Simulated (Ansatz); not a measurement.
**BiAs (built on the sites of a database entry of YAs): relaxing the cell for a phonon run**

Task: relax BiAs (built on the sites of a database entry of YAs) tightly.

Main program and level: Ansatz 0.2.0; DFT RPBE, scalar-relativistic, plane waves, PAW.

The structure was built from a prototype and need not be the compound's stable phase.

## 1. Starting point

The structure is cubic, space group Fm-3m (No. 225). The conventional cell has a = 5.017 Å, b = 5.017 Å, c = 5.017 Å, α = 90.00°, β = 90.00°, γ = 90.00°. Bi has 6 As at 2.51 Å nearest. As has 6 Bi at 2.51 Å nearest. Farther neighbours are not listed.

## 2. A coarse first look

A quick single point on a coarse mesh tells whether the cell has a gap and how far it is from rest, which sets the k mesh and smearing that follow.

File input.yaml:

```yaml
crystal:
  lattice:
    - [0.0, 2.50835, 2.50835]
    - [2.50835, 0.0, 2.50835]
    - [2.50835, 2.50835, 0.0]
  atoms:
    - { symbol: Bi, position: [0.5, 0.5, 0.5] }
    - { symbol: As, position: [0.0, 0.0, 0.0] }
kpoints:
  mp_grid: { grid: [6, 6, 6] }
hamiltonian:
  xc: rpbe
scf:
  occupations: { method: gaussian, width: 0.1 }
output:
  forces: true
  stress: true
  eigenvalues: true
```

Run with:

```sh
ansatz run input.yaml --threads 4 --pin off --max-ram 7168MiB --backend cpu --events-out ev --progress --plain --runs-dir out
```

Numbers of over 12 decimals in the logs are rounded to 6 here.

Log:

```text
Engine: ansatz 0.2.0, x86_64-unknown-linux-gnu
Pseudopotentials: kind: paw
Pseudopotential: Bi, paw, valence charge 15, recommended cutoff 420 eV (normal), Bi.paw.azcp
Pseudopotential: As, paw, valence charge 15, recommended cutoff 420 eV (normal), As.paw.azcp
Functional definition: RPBE
  parameter kappa = 0.804
  parameter beta = 0.066725
  exchange = rpbe_x(kappa = kappa, mu = beta*pi^2/3)
[...]
--- Band table (eV; the first three rows and the last of 16) ---
  k-point 0: bands = [... 11 lower, 18.9260, 18.9260, 18.9260, 19.7549, 27.3591, 27.3591, 27.3591, 27.4906]
  k-point 1: bands = [... 11 lower, 15.0921, 19.0882, 19.0882, 22.2096, 25.1872, 25.4820, 25.4820, 27.1963]
  k-point 2: bands = [... 11 lower, 10.9037, 19.6526, 19.6526, 22.0806, 22.9187, 22.9187, 24.1262, 29.7040]
  k-point 15: bands = [... 11 lower, 10.6327, 12.2157, 14.0347, 19.7988, 24.8972, 26.4158, 29.2850, 32.4137]
[key lines of the parts left out:]
SCF converged after 6 iterations
Free energy (F): -17268.523176 eV
Fermi energy:    22.687425 eV
P = ⅓ Tr σ = 121.3279 GPa (1213.279 kbar)
```

It took 1.1 s on 4 threads of AMD EPYC 7R43, shared host; peak memory 0.34 GiB; 1.5 s of CPU time.

Numbers from this step:

```yaml
pressure: 121.3 GPa
volume_per_atom: 15.78 Å³
gap_on_the_k_mesh: 0 eV
```

The coarse mesh shows no gap and a pressure of 121.3 GPa.

## 3. Rough relaxation

A rough relaxation comes first, because large forces or stress need no tight tolerances yet.

Changes to input.yaml since step 2:

```diff
@@ -9,3 +9,3 @@
 kpoints:
-  mp_grid: { grid: [6, 6, 6] }
+  mp_grid: { grid: [8, 8, 8] }
 hamiltonian:
@@ -18 +18,6 @@
   eigenvalues: true
+relax:
+  adjacent_minimum: "off"
+  f_tol: 0.05
+  max_steps: 80
+  cell: { stress_tol: 0.5 }
```

Log:

```text
[...]
Crystal: 2 atoms, lattice volume = 31.564 Å³
Basis set: ecut = 420 eV, 609 PW (Γ), exchange–correlation on 48×48×48 points (8 copies of the dense FFT grid, shifted against one another)
Bands: 19, of which v1, the nominal top of the filled ones, is band 15 counted from 1 (14 counted from 0)
Symmetry: 48 space group operations
[...]
k-points: 29 of 512
[...]
--- Relaxed structure (8 steps of the walk, 8 accepted, 2 SCFs on fresh bases) ---
  F+E_penalty+E_count = -17274.03743349 eV   max|allowed force component| = 6.137e-29 eV/Å   (the final SCF, on the basis selected at the relaxed cell)
  cell:  # Å, volume = 56.0983 Å³
    - [0, 3.038364, 3.038364]
    - [3.038364, 0, 3.038364]
    - [3.038364, 3.038364, 0]
  atoms:
    - { symbol: Bi, position: [0.5, 0.5, 0.5] }
    - { symbol: As, position: [0, 0, 0] }
[key lines of the parts left out:]
SCF converged after 6 iterations
Free energy (F): -17274.037433 eV
Fermi energy:    10.195699 eV
P = ⅓ Tr σ = 0.1882 GPa (1.882 kbar)
```

Wall time 8.2 s (4 threads); peak memory 0.42 GiB; 23 s of CPU time.

The steps of the relaxation:

| step | energy less that of the first step (eV) | largest force component (eV/Å) | pressure (GPa) | volume (Å³) |
| --- | --- | --- | --- | --- |
| 1 | 0.0000 | 0.0000 | 119.73 | 31.56 |
| 2 | -2.7272 | 0.0000 | 66.29 | 36.41 |
| 3 | -4.3339 | 0.0000 | 33.40 | 41.73 |
| 4 | -5.1271 | 0.0000 | 12.20 | 47.54 |
| 5 | -5.2834 | 0.0000 | -3.66 | 54.03 |
| 6 | -5.3028 | 0.0000 | 0.02 | 52.38 |
| 7* | -5.4521 | 0.0000 | 4.84 | 52.38 |
| 8 | -5.4965 | 0.0000 | 1.98 | 54.52 |
| 9 | -5.5067 | 0.0000 | 0.20 | 56.10 |
| 10* | -5.5073 | 0.0000 | 0.19 | 56.10 |

Relaxation steps marked * repeat the geometry before them on a plane-wave basis chosen anew for their cell, so energy and pressure can jump there.

Forces are held to the 48 operations that the run works with; a distortion that breaks them can't arise in this run.

| cell as run | before | after | change |
| --- | --- | --- | --- |
| a (Å) | 3.547 | 4.297 | +21.1 % |
| b (Å) | 3.547 | 4.297 | +21.1 % |
| c (Å) | 3.547 | 4.297 | +21.1 % |
| volume (Å³/atom) | 15.78 | 28.05 | +77.7 % |

Final coordinates:

```xyz
2
Lattice="0.0000 3.0384 3.0384 3.0384 0.0000 3.0384 3.0384 3.0384 0.0000" Properties=species:S:1:pos:R:3 pbc="T T T"
Bi    3.0384    3.0384    3.0384
As    0.0000    0.0000    0.0000
```

Numbers from this step:

```
pressure        : 0.1882 GPa
volume per atom : 28.05 Å³
```

In this step the volume went from 15.78 to 28.05 Å³/atom.

## 4. Bringing the structure to rest

The cell and atoms are relaxed, since residual forces and stress would shift the frequencies.

input.yaml, the sections that differ from step 3:

```yaml
crystal:
  lattice:
    - [0.0, 3.0383641371, 3.0383641371]
    - [3.0383641371, 0.0, 3.0383641371]
    - [3.0383641371, 3.0383641371, 0.0]
  atoms:
    - { symbol: Bi, position: [0.5, 0.5, 0.5] }
    - { symbol: As, position: [0.0, 0.0, 0.0] }
kpoints:
  mp_grid: { grid: [10, 10, 10] }
relax:
  adjacent_minimum: "off"
  f_tol: 0.005
  max_steps: 80
  cell: { stress_tol: 0.05 }
# hamiltonian, scf, output: as in step 3
```

Log:

```text
[...]
Crystal: 2 atoms, lattice volume = 56.098 Å³
Basis set: ecut = 420 eV, 1067 PW (Γ), exchange–correlation on 60×60×60 points (8 copies of the dense FFT grid, shifted against one another)
Bands: 19, of which v1, the nominal top of the filled ones, is band 15 counted from 1 (14 counted from 0)
[... 1 set-up line as in the run before ...]
[...]
k-points: 47 of 1000
[...]
SCF iter   1: F=—  HF=-17274.045773 eV  |F-HF|=—  |Δ(HF+E_count)|=         —  Δρ=2.90e-3  dr2=5.89e-3  ethr=1.77e-3  ⟨swp⟩=5.8  Hψ=4171  notcnv=0
[...]
SCF iter   6: F=-17274.043610 eV  HF=-17274.043610 eV  |F-HF|=4.11e-8  |Δ(HF+E_count)|=   2.76e-6  Δρ=8.25e-6  dr2=3.43e-8  ethr=3.33e-10  ⟨swp⟩=7.6  Hψ=4550  notcnv=0
SCF 1 converged in 6 iterations: F = -17274.043610 eV  dr2 = 3.43e-8
[...]
relax step   1: F+E_penalty+E_count = -17274.04361021 eV  Δ(F+E_penalty+E_count) = +0.000e0 eV  max|allowed force component| = 3.911e-28 eV/Å  Δτ_max = 0.0000 Å  P = +0.158 GPa  Ω = 56.098 Å³  (6 SCF iters, dr2 threshold 1.00e-7 eV, accepted)
Crystal: 2 atoms, lattice volume = 56.347 Å³
[...]
SCF iter   6: F=-17274.043610 eV  HF=-17274.043610 eV  |F-HF|=5.09e-11  |Δ(HF+E_count)|=  9.31e-10  Δρ=1.92e-7  dr2=8.14e-12  ethr=1.80e-12  ⟨swp⟩=1.1  Hψ=2694  notcnv=0
SCF 2 converged in 6 iterations: F = -17274.043610 eV  dr2 = 8.14e-12
relax step   2: F+E_penalty+E_count = -17274.04361012 eV  Δ(F+E_penalty+E_count) = +9.025e-8 eV  max|allowed force component| = 5.088e-29 eV/Å  Δτ_max = 0.0000 Å  P = -0.100 GPa  Ω = 56.347 Å³  energy of the carried Pulay correction = -4.394e-5 eV  (6 SCF iters, dr2 threshold 6.22e-8 eV, accepted)
Crystal: 2 atoms, lattice volume = 56.250 Å³
[...]
SCF iter   6: F=-17274.043658 eV  HF=-17274.043658 eV  |F-HF|=1.09e-11  |Δ(HF+E_count)|=  8.73e-11  Δρ=7.22e-8  dr2=1.20e-12  ethr=1.00e-12  ⟨swp⟩=1.6  Hψ=2235  notcnv=0
SCF 3 converged in 6 iterations: F = -17274.043658 eV  dr2 = 1.20e-12
relax step   3: F+E_penalty+E_count = -17274.04365776 eV  Δ(F+E_penalty+E_count) = -4.765e-5 eV  max|allowed force component| = 5.512e-29 eV/Å  Δτ_max = 0.0000 Å  P = -0.001 GPa  Ω = 56.250 Å³  energy of the carried Pulay correction = -2.685e-5 eV  (6 SCF iters, dr2 threshold 2.51e-8 eV, accepted)
[...]
SCF iter   1: F=—  HF=-17274.043686 eV  |F-HF|=—  |Δ(HF+E_count)|=         —  Δρ=2.88e-6  dr2=8.73e-10  ethr=1.40e-7  ⟨swp⟩=3.6  Hψ=6565  notcnv=0
eigensolver tolerance schedule: the retry pair's looser diagonalisation over-reported the residual by 48076.92 of it (diagonalisation noise at an unbounded share of the residual, at the tolerance the schedule requests for it); recorded, not acted on — ethr = c·dr2/N_el stays at c = 1.0e-1
SCF iter   2: F=—  HF=-17274.043685 eV  |F-HF|=—  |Δ(HF+E_count)|=   4.84e-7  Δρ=1.76e-6  dr2=4.96e-10  ethr=2.91e-12  ⟨swp⟩=3.9  Hψ=2494  notcnv=0
[...]
SCF iter   8: F=-17274.043685 eV  HF=-17274.043685 eV  |F-HF|=3.64e-12  |Δ(HF+E_count)|=  7.28e-12  Δρ=1.60e-10  dr2=7.66e-18  ethr=1.00e-12  ⟨swp⟩=2.9  Hψ=2802  notcnv=0
SCF 4 converged in 8 iterations: F = -17274.043685 eV  dr2 = 7.66e-18
relax step   4: F+E_penalty+E_count = -17274.04368521 eV  Δ(F+E_penalty+E_count) = -2.745e-5 eV  max|allowed force component| = 5.085e-29 eV/Å  Δτ_max = 0.0000 Å  P = -0.001 GPa  Ω = 56.250 Å³  stress off target by 6.56e-4 GPa  SCF on the basis re-selected at this cell (its energy is not comparable with the rows above)  (8 SCF iters)
[...]
SCF converged after 8 iterations
Free energy (F): -17274.043685 eV
[...]
Internal energy: -17274.042490 eV  (E = F + TS)
E sigma→0 (E₀):  -17274.043088 eV
Entropy (-TS):   -0.001195 eV (-0.598 meV/atom)
Fermi energy:    10.123482 eV
[...]
--- Stress (GPa, compression-positive) ---
       -0.000656      -0.000000       0.000000
        0.000000      -0.000656       0.000000
       -0.000000       0.000000      -0.000656
  P = ⅓ Tr σ = -0.0007 GPa (-0.007 kbar)
--- Band table (eV; the first three rows and the last of 47) ---
  k-point 0: bands = [... 11 lower, 3.5258, 8.6453, 8.6453, 8.6453, 13.7391, 13.7391, 13.7391, 15.9596]
  k-point 1: bands = [... 11 lower, 3.2115, 8.6755, 8.6755, 8.7791, 13.2056, 13.2954, 13.2954, 15.7874]
  k-point 2: bands = [... 11 lower, 2.4165, 8.7770, 8.7770, 9.0594, 12.2283, 12.3888, 12.3888, 15.8655]
  k-point 46: bands = [... 11 lower, 0.2577, 5.3084, 5.9071, 9.2210, 11.6327, 14.8602, 15.9850, 16.2808]
--- Relaxed structure (3 steps of the walk, 3 accepted, 1 SCFs on fresh bases) ---
[...]
cell:  # Å, volume = 56.2504 Å³
    - [0, 3.041108, 3.041108]
    - [3.041108, 0, 3.041108]
    - [3.041108, 3.041108, 0.0]
  atoms:
    - { symbol: Bi, position: [0.5, 0.5, 0.5] }
    - { symbol: As, position: [0, 0, 0] }
```

It took 5 s on 4 threads; peak memory 0.44 GiB; 15 s of CPU time.

Little changed from the start: no atom moved by 0.005 Å and no cell edge by 0.1 %.

Numbers from this step:

| Quantity | Value |
| --- | --- |
| pressure | -6.56e-4 GPa |
| volume per atom | 28.13 Å³ |

In this step the volume went from 28.05 to 28.13 Å³/atom.

## 5. Tight relaxation

Phonons need a cell at rest on their own settings, so the relaxation is repeated with tight tolerances on forces and stress, using the mesh and the filling of the phonon run that follows.

File input.yaml:

```yaml
crystal:
  lattice:
    - [0.0, 3.0411081202, 3.0411081202]
    - [3.0411081202, 0.0, 3.0411081202]
    - [3.0411081202, 3.0411081202, 0.0]
  atoms:
    - { symbol: Bi, position: [0.5, 0.5, 0.5] }
    - { symbol: As, position: [0.0, 0.0, 0.0] }
kpoints:
  mp_grid: { grid: [12, 12, 12] }
hamiltonian:
  xc: rpbe
scf:
  occupations: { method: methfessel_paxton, width: 0.15 }
output:
  forces: true
  stress: true
  eigenvalues: true
relax:
  adjacent_minimum: "off"
  f_tol: 0.001
  max_steps: 60
  cell: { stress_tol: 0.01 }
```

Log:

```text
[...]
Crystal: 2 atoms, lattice volume = 56.250 Å³
Basis set: ecut = 420 eV, 1067 PW (Γ), exchange–correlation on 60×60×60 points (8 copies of the dense FFT grid, shifted against one another)
Bands: 19, of which v1, the nominal top of the filled ones, is band 15 counted from 1 (14 counted from 0)
[... 1 set-up line as in the run before ...]
[...]
k-points: 72 of 1728
[...]
k-point 71: bands = [... 11 lower, 0.0901, 5.5925, 5.5925, 10.0138, 10.7496, 15.4854, 15.4854, 16.8865]
--- Relaxed structure (1 steps of the walk, 1 accepted, 1 SCFs on fresh bases) ---
[...]
cell:  # Å, volume = 56.2504 Å³
    - [0.0, 3.0411081202, 3.0411081202]
    - [3.0411081202, 0.0, 3.0411081202]
    - [3.0411081202, 3.0411081202, 0.0]
  atoms:
    - { symbol: Bi, position: [0.5, 0.5, 0.5] }
    - { symbol: As, position: [0.0, 0.0, 0.0] }
[key lines of the parts left out:]
SCF converged after 6 iterations
Free energy (F): -17274.042557 eV
Fermi energy:    10.106710 eV
P = ⅓ Tr σ = 0.0047 GPa (0.047 kbar)
```

The job ended after 2.3 s (4 threads; peak memory 0.48 GiB; 7.4 s of CPU time).

Little changed from the start: no atom moved by 0.005 Å and no cell edge by 0.1 %.

This step gave:

- pressure: 0.004693 GPa

The forces vanish by symmetry and the pressure is 0.005 GPa, within the tolerances set. The cell now holds 28.13 Å³/atom.

## 6. Results

| Item | Value |
| --- | --- |
| space group after relaxation (within 0.01 Å) | Fm-3m |
| lattice constant a | 6.082 Å |
| lattice constant b | 6.082 Å |
| lattice constant c | 6.082 Å |
| volume per atom | 28.1 Å³ |

**Reading.** The forces vanish by symmetry and the pressure is 0.005 GPa, within the tolerances set. The cell now holds 28.13 Å³/atom. The relaxation keeps the symmetry of its start, so it says nothing on stability against lower symmetry. Spin-orbit coupling is left out, which can matter for the heavy elements here. The starting cell was built on a prototype and not taken from a measurement, so the phase need not exist.

[Logs are printed without paths, hosts, clocks, repeated set-up lines and the standing remarks that a program may print on its own settings, such as how far it seeks lower states.]

[Hosts, paths, dates, database ids (printed as entryN), source tags and the programs' standing remarks are cut or masked in the printed files.]
